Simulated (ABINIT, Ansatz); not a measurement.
## CaHClO (P6_3mc): G0W0 with ABINIT, start to end

How does a plane-wave GW calculation on CaHClO (P6_3mc) run from the first input to the gap?

Calculated with ABINIT 10.8.3; LDA and many-body steps on it, plane waves.

## (1) The structure

The structure is hexagonal, space group P6_3mc (No. 186). The conventional cell has a = 3.870 Å, b = 3.870 Å, c = 9.810 Å, α = 90.00°, β = 90.00°, γ = 120.00°. Ca has 3 O at 2.33 Å and 3 H at 2.77 Å and 4 Cl at 2.87 to 3.11 Å nearest. H has 1 O at 0.97 Å nearest. Nearest to Cl lie 3 H at 2.67 Å and 4 Ca at 2.87 to 3.11 Å. Nearest to O lie 1 H at 0.97 Å and 3 Ca at 2.33 Å. Farther neighbours and most contacts between anions are not listed.

The cell and positions are those that the Materials Project relaxed with its own functionals (PBE, PBE+U or r2SCAN), kept fixed.

## (2) Ground state

This step: ABINIT 10.8.3; DFT, LDA, plane waves, norm-conserving pseudopotentials.

The ground-state density comes first.

Contents of run.abi:

```
acell 3*1.0 Angstrom
rprim 
  3.869837503795 0.000000000001 0.000000000000
  -1.934918751899 3.351377586804 0.000000000000
  0.000000000000 0.000000000000 9.809829070000
ntypat 4
znucl 20 1 17 8
natom 8
typat 1 1 2 2 3 3 4 4
xred 
  0.333333333333 0.666666666667 0.000072350000
  0.666666666667 0.333333333333 0.500072350000
  0.000000000000 0.000000000000 0.166937970000
  0.000000000000 0.000000000000 0.666937970000
  0.333333333333 0.666666666667 0.316666000000
  0.666666666667 0.333333333333 0.816666000000
  0.000000000000 0.000000000000 0.068122680000
  0.000000000000 0.000000000000 0.568122680000
pp_dirpath "pseudos"
pseudos "Ca.upf, H.upf, Cl.upf, O.upf"
ecut 36
ngkpt 6 6 2
nshiftk 1
shiftk 0 0 0
kptopt 1
chksymbreak 0
nband 32
occopt 1
tolvrs 1e-10
nstep 60
prtwf 0
optforces 0
optstress 0
indata_prefix "in"
outdata_prefix "out"
tmpdata_prefix "tmp"
```

On the command line:

```bash
$ OMP_NUM_THREADS=1 mpirun -n 4 abinit run.abi > log
```

Numbers of over 12 decimals in the logs are rounded to 6 here.

The log of the run:

```text
.Version 10.8.3 of ABINIT. v10.8.2 released Aug 2026.

 Symmetries : space group P6_3 m c (#186); Bravais hP (primitive hexag.)
================================================================================
 Values of the parameters that define the memory need of the present run
     intxc =       0    ionmov =       0      iscf =       7    lmnmax =       6
     lnmax =       6     mgfft =     108  mpssoang =       3    mqgrid =    5007
     natom =       8  nloc_mem =       1    nspden =       1   nspinor =       1
    nsppol =       1      nsym =      12    n1xccc =    2501    ntypat =       4
    occopt =       1   xclevel =       1
-    mband =          32        mffmem =           1         mkmem =           4
       mpw =        8886          nfft =      172800          nkpt =          14
================================================================================
  Rough estimation (10% accuracy) of disk space for files :
================================================================================

--------------------------------------------------------------------------------
------------- Echo of variables that govern the present computation ------------
--------------------------------------------------------------------------------
 -outvars: echo values of preprocessed input variables --------
            acell      1.8897261259E+00  1.8897261259E+00  1.8897261259E+00 Bohr

      chksymbreak           0
             ecut      3.60000000E+01 Hartree
-          fftalg         312

              ixc       -1012
              kpt      0.00000000E+00  0.00000000E+00  0.00000000E+00
                       1.66666667E-01  0.00000000E+00  0.00000000E+00
                       3.33333333E-01  0.00000000E+00  0.00000000E+00
                       5.00000000E-01  0.00000000E+00  0.00000000E+00
                       1.66666667E-01  1.66666667E-01  0.00000000E+00
                       3.33333333E-01  1.66666667E-01  0.00000000E+00
                       3.33333333E-01  3.33333333E-01  0.00000000E+00
                       0.00000000E+00  0.00000000E+00  5.00000000E-01
                       1.66666667E-01  0.00000000E+00  5.00000000E-01
                       3.33333333E-01  0.00000000E+00  5.00000000E-01
                       5.00000000E-01  0.00000000E+00  5.00000000E-01
[...]
kptrlatt        6    0    0      0    6    0      0    0    2
          kptrlen      3.70757806E+01
P           mkmem           4
            natom           8
            nband          32
            ngfft          40      40     108
             nkpt          14
            nstep          60
             nsym          12
           ntypat           4
              occ      2.000000  2.000000  2.000000  2.000000  2.000000  2.000000
                       2.000000  2.000000  2.000000  2.000000  2.000000  2.000000
                       2.000000  2.000000  2.000000  2.000000  2.000000  2.000000
                       2.000000  2.000000  2.000000  2.000000  2.000000  2.000000
                       0.000000  0.000000  0.000000  0.000000  0.000000  0.000000
                       0.000000  0.000000
        optforces           0
        optstress           0
            prtwf           0
            rprim      3.8698375038E+00  1.0000000000E-12  0.0000000000E+00
[...]
spgroup         186

           tolvrs      1.00000000E-10

             xred      3.3333333333E-01  6.6666666667E-01  7.2350000000E-05
[...]
znucl       20.00000    1.00000   17.00000    8.00000

================================================================================

 chkinp: Checking input parameters for consistency.

================================================================================
== DATASET  1 ==================================================================
-   mpi_nproc: 4, omp_nthreads: 1 (-1 if OMP is not activated)

--- !DatasetInfo
iteration_state: {dtset: 1, }
dimensions: {natom: 8, nkpt: 14, mband: 32, nsppol: 1, nspinor: 1, nspden: 1, mpw: 8886, }
cutoff_energies: {ecut:  36.0, pawecutdg:  -1.0, }
electrons: {nelect:   4.80000000E+01, charge:   0.00000000E+00, occopt:   1.00000000E+00, tsmear:   1.00000000E-02, }

 Real(R)+Recip(G) space primitive vectors, cartesian coordinates (Bohr,Bohr^-1):
 R(1)=  7.3129330  0.0000000  0.0000000  G(1)=  0.1367440  0.0789492  0.0000000
 R(2)= -3.6564665  6.3331858  0.0000000  G(2)=  0.0000000  0.1578984  0.0000000
 R(3)=  0.0000000  0.0000000 18.5378903  G(3)=  0.0000000  0.0000000  0.0539436
 Unit cell volume ucvol=  8.5856688E+02 bohr^3
 Angles (23,13,12)=  9.00000000E+01  9.00000000E+01  1.20000000E+02 degrees

 getcut: wavevector=  0.0000  0.0000  0.0000  ngfft=  40  40 108
         ecut(hartree)=     36.000   => boxcut(ratio)=   2.02513

--- Pseudopotential description ------------------------------------------------
- Ca Generated using ONCVPSP code by D. R. Hamann
- 20.00000  10.00000  180309                  znucl, zion, pspdat
12 -1012 2 -1 1724                            pspcod,pspxc,lmax,lloc,mmax
     nproj     2     2     2
  pspatm : epsatm=   12.51424511
         --- l  ekb(1:nproj) -->
[...]
pspatm: atomic psp has been read  and splines computed

- H Generated using ONCVPSP code by D. R. Hamann
[...]
pspatm: atomic psp has been read  and splines computed

- O Generated using ONCVPSP code by D. R. Hamann
-  8.00000   6.00000  201201                  znucl, zion, pspdat
12 -1012 2 -1 926                             pspcod,pspxc,lmax,lloc,mmax
     nproj     2     2     1
  pspatm : epsatm=    6.27558587
         --- l  ekb(1:nproj) -->
[...]
2   -1.033686
 pspatm: atomic psp has been read  and splines computed

   2.69081325E+03                                ecore*ucvol(ha*bohr**3)
--------------------------------------------------------------------------------

_setup2: Arith. and geom. avg. npw (full set) are    8859.736    8859.726

================================================================================

--- !BeginCycle
iteration_state: {dtset: 1, }
solver: {iscf: 7, nstep: 60, nline: 4, wfoptalg: 0, }
tolerances: {tolvrs: 1.00E-10, }

     iter   Etot(hartree)      deltaE(h)  residm     vres2
 ETOT  1  -144.38821736266    -1.444E+02 6.348E-02 1.653E+03
 ETOT  2  -144.27821471769     1.100E-01 5.738E-02 1.643E+03
 ETOT  3  -144.77691110182    -4.987E-01 6.182E-03 1.231E+02
 ETOT  4  -144.79428587134    -1.737E-02 5.814E-03 6.956E+00
 ETOT  5  -144.79486761980    -5.817E-04 5.345E-03 2.937E-01
 ETOT  6  -144.79488427622    -1.666E-05 4.024E-03 3.802E-02
 ETOT  7  -144.79488849242    -4.216E-06 1.994E-03 2.844E-03
 ETOT  8  -144.79488865039    -1.580E-07 1.041E-03 2.277E-04
 ETOT  9  -144.79488866911    -1.872E-08 6.076E-04 1.684E-05
 ETOT 10  -144.79488867111    -1.992E-09 5.547E-04 2.309E-06
 ETOT 11  -144.79488867118    -7.159E-11 5.950E-04 3.683E-07
 ETOT 12  -144.79488867124    -6.696E-11 4.722E-04 9.719E-09
 ETOT 13  -144.79488867124    -1.990E-13 5.587E-04 4.874E-10
 ETOT 14  -144.79488867125    -3.752E-12 4.410E-04 8.463E-11

 At SCF step   14       vres2   =  8.46E-11 < tolvrs=  1.00E-10 =>converged.

--- !ResultsGS
iteration_state: {dtset: 1, }
comment   : Summary of ground state results
lattice_vectors:
- [  7.3129330,   0.0000000,   0.0000000, ]
- [ -3.6564665,   6.3331858,   0.0000000, ]
- [  0.0000000,   0.0000000,  18.5378903, ]
lattice_lengths: [   7.31293,    7.31293,   18.53789, ]
lattice_angles: [ 90.000,  90.000, 120.000, ] # degrees, (23, 13, 12)
lattice_volume:   8.5856688E+02
convergence: {deltae: -3.752E-12, res2:  8.463E-11, residm:  4.410E-04, diffor:  0.000E+00, }
etotal    :  -1.44794889E+02
entropy   :   0.00000000E+00
fermie    :   3.40383594E-02
cartesian_stress_tensor: null
pressure_GPa: null
xred      :
- [  3.3333E-01,   6.6667E-01,   7.2350E-05, Ca]
- [  6.6667E-01,   3.3333E-01,   5.0007E-01, Ca]
- [  9.2519E-17,   0.0000E+00,   1.6694E-01,  H]
- [  9.2519E-17,   0.0000E+00,   6.6694E-01,  H]
- [  3.3333E-01,   6.6667E-01,   3.1667E-01, Cl]
- [  6.6667E-01,   3.3333E-01,   8.1667E-01, Cl]
- [  9.2519E-17,   0.0000E+00,   6.8123E-02,  O]
- [  9.2519E-17,   0.0000E+00,   5.6812E-01,  O]
cartesian_forces: null
force_length_stats: {min: null, max: null, mean: null, }

 Integrated electronic density in atomic spheres:
 ------------------------------------------------
 Atom  Sphere_radius  Integrated_density
[...]
================================================================================

 ----iterations are completed or convergence reached----

 Mean square residual over all n,k,spin=   29.209E-07; max=  44.104E-05
 reduced coordinates (array xred) for    8 atoms
[...]
0.000000000000      0.000000000000      0.666937970000
       0.333333333333      0.666666666667      0.316666000000
       0.666666666667      0.333333333333      0.816666000000
       0.000000000000      0.000000000000      0.068122680000
       0.000000000000      0.000000000000      0.568122680000
 rms dE/dt=  0.0000E+00; max dE/dt=  0.0000E+00; dE/dt below (all hartree)
    1       0.000000000000      0.000000000000      0.000000000000
    2       0.000000000000      0.000000000000      0.000000000000
    3       0.000000000000      0.000000000000      0.000000000000
    4       0.000000000000      0.000000000000      0.000000000000
    5       0.000000000000      0.000000000000      0.000000000000
    6       0.000000000000      0.000000000000      0.000000000000
    7       0.000000000000      0.000000000000      0.000000000000
    8       0.000000000000      0.000000000000      0.000000000000

 cartesian coordinates (angstrom) at end:
    1     -1e-12     2.234252     0.000709741
    2      1.934919     1.117126     4.905624
    3      0.000000     0.000000     1.637633
    4      0.000000     0.000000     6.542547
    5     -1e-12     2.234252     3.106439
    6      1.934919     1.117126     8.011354
    7      0.000000     0.000000     0.668272
    8      0.000000     0.000000     5.573186
 length scales=  1.889726125908  1.889726125908  1.889726125908 bohr
              =  1.000000000000  1.000000000000  1.000000000000 angstroms
 prteigrs : about to open file out_EIG
 Fermi (or HOMO) energy (hartree) =   0.03404   Average Vxc (hartree)=  -0.35031
 Eigenvalues (hartree) for nkpt=  14  k points:
 kpt#   1, nband= 32, wtk=  0.01389, kpt=  0.0000  0.0000  0.0000 (reduced coord)
  -1.32895   -1.32894   -0.64895   -0.64752   -0.63767   -0.63767   -0.63765   -0.63765
  -0.56927   -0.56748   -0.43333   -0.43310   -0.13136   -0.11727   -0.02706   -0.01066
  -0.01066   -0.00277   -0.00277    0.00433    0.02493    0.02493    0.03404    0.03404
   0.22020    0.25417    0.29698    0.29830    0.29830    0.29856    0.29856    0.33373
 prteigrs : prtvol=0 or 1, do not print more k-points.

--- !EnergyTerms
iteration_state     : {dtset: 1, }
comment             : Components of total free energy in Hartree
kinetic             :  6.10358282884663E+01
hartree             :  3.58507183261124E+01
xc                  : -3.25113259995161E+01
Ewald energy        : -9.41224292947637E+01
psp_core            :  3.13407529168828E+00
local_psp           : -1.23388228188323E+02
non_local_psp       :  5.20647290508802E+00
total_energy        : -1.44794888671248E+02
total_energy_eV     : -3.94006964207714E+03
band_energy         : -1.75408221158542E+01

== END DATASET(S) ==============================================================
================================================================================

 -outvars: echo values of variables after computation  --------
           etotal     -1.4479488867E+02
            nband          32
             nkpt          14
          spgroup         186
 [... the other variables as echoed above ...]

 Calculation completed.
```

Run time: 68 s. Hardware: 4 MPI ranks of Arm Neoverse V1, shared host; peak memory 0.46 GiB.

Numbers from this step:

- total energy: -3940.0696 eV
- gap: 5.066 eV
- k of the valence top: 0, 0, 0
- k of the conduction bottom: 0, 0, 0
- least direct gap: 5.066 eV

The gap is direct, at Γ.

## (3) Empty states on the mesh, 3×3×2 mesh, 443 bands

The sums over transitions need many empty states on a uniform mesh; this step solves for them.

Edit run.abi of step 2 so:

```diff
@@ -21,3 +21,3 @@
 ecut 36
-ngkpt 6 6 2
+ngkpt 3 3 2
 nshiftk 1
@@ -26,9 +26,10 @@
 chksymbreak 0
-nband 32
-occopt 1
-tolvrs 1e-10
+iscf -2
+irdden 1
+istwfk *1
+nband 443
+nbdbuf 40
+tolwfr 1e-09
 nstep 60
-prtwf 0
-optforces 0
-optstress 0
+prtvol 0
 indata_prefix "in"
```

The log of the run:

```text
.Version 10.8.3 of ABINIT. v10.8.2 released Aug 2026.

 Symmetries : space group P6_3 m c (#186); Bravais hP (primitive hexag.)
[... echo of the input left out ...]
== DATASET  1 ==================================================================
-   mpi_nproc: 4, omp_nthreads: 1 (-1 if OMP is not activated)

--- !DatasetInfo
iteration_state: {dtset: 1, }
dimensions: {natom: 8, nkpt: 6, mband: 443, nsppol: 1, nspinor: 1, nspden: 1, mpw: 8886, }
cutoff_energies: {ecut:  36.0, pawecutdg:  -1.0, }
electrons: {nelect:   4.80000000E+01, charge:   0.00000000E+00, occopt:   1.00000000E+00, tsmear:   1.00000000E-02, }

 Real(R)+Recip(G) space primitive vectors, cartesian coordinates (Bohr,Bohr^-1):
 R(1)=  7.3129330  0.0000000  0.0000000  G(1)=  0.1367440  0.0789492  0.0000000
 R(2)= -3.6564665  6.3331858  0.0000000  G(2)=  0.0000000  0.1578984  0.0000000
 R(3)=  0.0000000  0.0000000 18.5378903  G(3)=  0.0000000  0.0000000  0.0539436
 Unit cell volume ucvol=  8.5856688E+02 bohr^3
 Angles (23,13,12)=  9.00000000E+01  9.00000000E+01  1.20000000E+02 degrees

 getcut: wavevector=  0.0000  0.0000  0.0000  ngfft=  40  40 108
         ecut(hartree)=     36.000   => boxcut(ratio)=   2.02513

--- Pseudopotential description ------------------------------------------------
- Ca Generated using ONCVPSP code by D. R. Hamann
- 20.00000  10.00000  180309                  znucl, zion, pspdat
12 -1012 2 -1 1724                            pspcod,pspxc,lmax,lloc,mmax
     nproj     2     2     2
  pspatm : epsatm=   12.51424511
         --- l  ekb(1:nproj) -->
             0   10.026170    0.975458
             1    2.942990    0.445396
             2   -3.490458   -1.115963
 pspatm: atomic psp has been read  and splines computed

- H Generated using ONCVPSP code by D. R. Hamann
-  1.00000   1.00000  180309                  znucl, zion, pspdat
12 -1012 1 -1 1180                            pspcod,pspxc,lmax,lloc,mmax
     nproj     2     1     0
  pspatm : epsatm=    0.35439867
         --- l  ekb(1:nproj) -->
[...]
1   -0.275071
 pspatm: atomic psp has been read  and splines computed

- Cl Generated using ONCVPSP code by D. R. Hamann
- 17.00000   7.00000  180309                  znucl, zion, pspdat
12 -1012 2 -1 1016                            pspcod,pspxc,lmax,lloc,mmax
     nproj     2     2     2
  pspatm : epsatm=    8.88507506
         --- l  ekb(1:nproj) -->
[...]
pspatm: atomic psp has been read  and splines computed

- O Generated using ONCVPSP code by D. R. Hamann
-  8.00000   6.00000  201201                  znucl, zion, pspdat
12 -1012 2 -1 926                             pspcod,pspxc,lmax,lloc,mmax
     nproj     2     2     1
  pspatm : epsatm=    6.27558587
         --- l  ekb(1:nproj) -->
[...]
2   -1.033686
 pspatm: atomic psp has been read  and splines computed

[...]
3.16E-10  2.80E-10  4.63E-10  1.53E-10  1.24E-10  2.03E-10  2.19E-10  2.38E-10
[...]
-1.3290E+00 -1.3289E+00 -6.4895E-01 -6.4752E-01 -6.3767E-01 -6.3767E-01
 -6.3765E-01 -6.3765E-01 -5.6927E-01 -5.6748E-01 -4.3333E-01 -4.3310E-01
 -1.3136E-01 -1.1728E-01 -2.7057E-02 -1.0662E-02 -1.0662E-02 -2.7713E-03
[...]
4.2904E+00  4.2919E+00  4.3010E+00  4.3010E+00  4.3224E+00  4.3224E+00
  4.3284E+00  4.3520E+00  4.3625E+00  4.3625E+00  4.3693E+00  4.3696E+00
  4.3851E+00  4.3861E+00  4.3933E+00  4.4092E+00  4.4376E+00
 prteigrs : prtvol=0 or 1, do not print more k-points.

--- !ResultsGS
iteration_state: {dtset: 1, }
comment   : Summary of ground state results
lattice_vectors:
- [  7.3129330,   0.0000000,   0.0000000, ]
- [ -3.6564665,   6.3331858,   0.0000000, ]
- [  0.0000000,   0.0000000,  18.5378903, ]
lattice_lengths: [   7.31293,    7.31293,   18.53789, ]
lattice_angles: [ 90.000,  90.000, 120.000, ] # degrees, (23, 13, 12)
lattice_volume:   8.5856688E+02
convergence: {deltae:  0.000E+00, res2:  0.000E+00, residm:  9.982E-10, diffor:  0.000E+00, }
etotal    :  -1.44794889E+02
entropy   :   0.00000000E+00
fermie    :   3.40383594E-02
cartesian_stress_tensor: null
pressure_GPa: null
xred      :
- [  3.3333E-01,   6.6667E-01,   7.2350E-05, Ca]
- [  6.6667E-01,   3.3333E-01,   5.0007E-01, Ca]
- [  9.2519E-17,   0.0000E+00,   1.6694E-01,  H]
- [  9.2519E-17,   0.0000E+00,   6.6694E-01,  H]
- [  3.3333E-01,   6.6667E-01,   3.1667E-01, Cl]
- [  6.6667E-01,   3.3333E-01,   8.1667E-01, Cl]
- [  9.2519E-17,   0.0000E+00,   6.8123E-02,  O]
- [  9.2519E-17,   0.0000E+00,   5.6812E-01,  O]
cartesian_forces: null
force_length_stats: {min: null, max: null, mean: null, }

 Integrated electronic density in atomic spheres:
 ------------------------------------------------
 Atom  Sphere_radius  Integrated_density
[...]
================================================================================

 ----iterations are completed or convergence reached----

 Mean square residual over all n,k,spin=   35.774E-11; max=  99.822E-11
 reduced coordinates (array xred) for    8 atoms
[...]
0.000000000000      0.000000000000      0.568122680000

 cartesian coordinates (angstrom) at end:
    1     -1e-12     2.234252     0.000709741
    2      1.934919     1.117126     4.905624
    3      0.000000     0.000000     1.637633
[...]
7      0.000000     0.000000     0.668272
    8      0.000000     0.000000     5.573186
 length scales=  1.889726125908  1.889726125908  1.889726125908 bohr
              =  1.000000000000  1.000000000000  1.000000000000 angstroms
 prteigrs : about to open file out_EIG
 Eigenvalues (hartree) for nkpt=   6  k points:
 kpt#   1, nband=443, wtk=  0.05556, kpt=  0.0000  0.0000  0.0000 (reduced coord)
[...]
4.26951    4.28605    4.29043    4.29186    4.30099    4.30099    4.32241    4.32242
   4.32839    4.35203    4.36250    4.36253    4.36933    4.36961    4.38509    4.38614
   4.39328    4.40925    4.43761
 prteigrs : prtvol=0 or 1, do not print more k-points.

== END DATASET(S) ==============================================================
================================================================================

 -outvars: echo values of variables after computation  --------
            nband         443
             nkpt           6
          spgroup         186
 [... the other variables as echoed above ...]

 Calculation completed.
```

Elapsed: 11 min, on 4 MPI ranks; peak memory 0.79 GiB; 44 min of CPU time.

Numbers from this step:

```
gap                                                           : 5.066 eV
k of the valence top                                          : 0, 0, 0
k of the conduction bottom                                    : 0, 0, 0
least direct gap                                              : 5.066 eV
k points computed                                             : 6
lowest point of the top converged band, above the valence top : 112.2755 eV
```

On this mesh the gap is 5.066 eV.

(Continued in part 2 of 2.)

[Paths, hosts, dates, memory and timing lines, banners, echoed tables and standing remarks are left out of the program output.]

[Logs are printed without paths, hosts, clocks, repeated set-up lines and the standing remarks that a program may print on its own settings, such as how far it seeks lower states.]

[Runs of the session that timed out or met a known fault of the program may be left out.]

[Hosts, paths, dates, database ids (printed as entryN), source tags and the programs' standing remarks are cut or masked in the printed files.]

[G0W0 gaps are taken among the corrected bands and points alone; a level outside them can change the order at an edge.]

[Where Ansatz stands beside ABINIT at settings called matched, ABINIT's density can come from a denser mesh and the files from another edition; pairs whose starting gaps differed by over 0.03 eV were left out, so agreement reads better than it is.]
